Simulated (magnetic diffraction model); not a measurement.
**YbFe3: what an assumed order does to the neutron pattern**

Space group Pm-3m (no. 221), a = 4.0250 Å.

```
site  atom    x  y    z
  1a    Yb    0  0    0
  3c    Fe  1/2  0  1/2
```

This is a made-up structure (elements placed in a structure type, unrelaxed), so the numbers test the method and describe no known phase.

Only Yb is taken to order (form factors of Yb3+); orders and moment sizes are assumed, and not adapted to the symmetry. Radiation: neutrons of λ = 2.52 Å, 3° to 100°; isotropic B of 0.25 Å² (Yb) and 0.32 Å² (Fe). Simulated constant-wavelength pattern: nuclear and magnetic terms add, the magnetic one as |2.695 fm × Σ f S⊥ exp(2πi Q·r) exp(−B s²)|², summed over all Q at one angle with the factor 1/(sin²θ cos θ). For collinear order S is the moment m, which repeats by lattice and centring translations R with the sign exp(−2πi k·R). Free-ion form factors, Sears's scattering lengths of 1992, no absorption; a label names one of the reflections at its angle. The strongest nuclear line in the range is 100, and lines under 0.2 are left out.

Assume the order k = (1/2 1/2 1/2), collinear moments along [010], 3.9 μB on Yb.

Q: Where does magnetic intensity appear, and how strong is it?

```csv
2θ (°),index,nuclear,magnetic
31.46,(1/2 1/2 1/2),0.0,14.6
36.48,(1 0 0),1.1,0.0
52.55,(1 1 0),1.2,0.0
62.55,(3/2 1/2 1/2),0.0,10.9
65.67,(1 1 1),100.0,0.0
77.52,(2 0 0),60.1,0.0
86.04,(3/2 3/2 1/2),0.0,6.1
88.85,(2 1 0),1.2,0.0
```

The strongest magnetic line in the range is (1/2 1/2 1/2) at 31.46° (14.6). On top of the Lorentz factor, which all lines share, magnetic lines fade with angle because f falls: for Yb3+ it is 0.97, 0.88, 0.76 and 0.51 at sin θ/λ = 0.1, 0.2, 0.3 and 0.5 Å⁻¹, while nuclear lengths stay constant. The order has no net moment.

[Logs are printed without paths, hosts, clocks, repeated set-up lines and the standing remarks that a program may print on its own settings, such as how far it seeks lower states.]
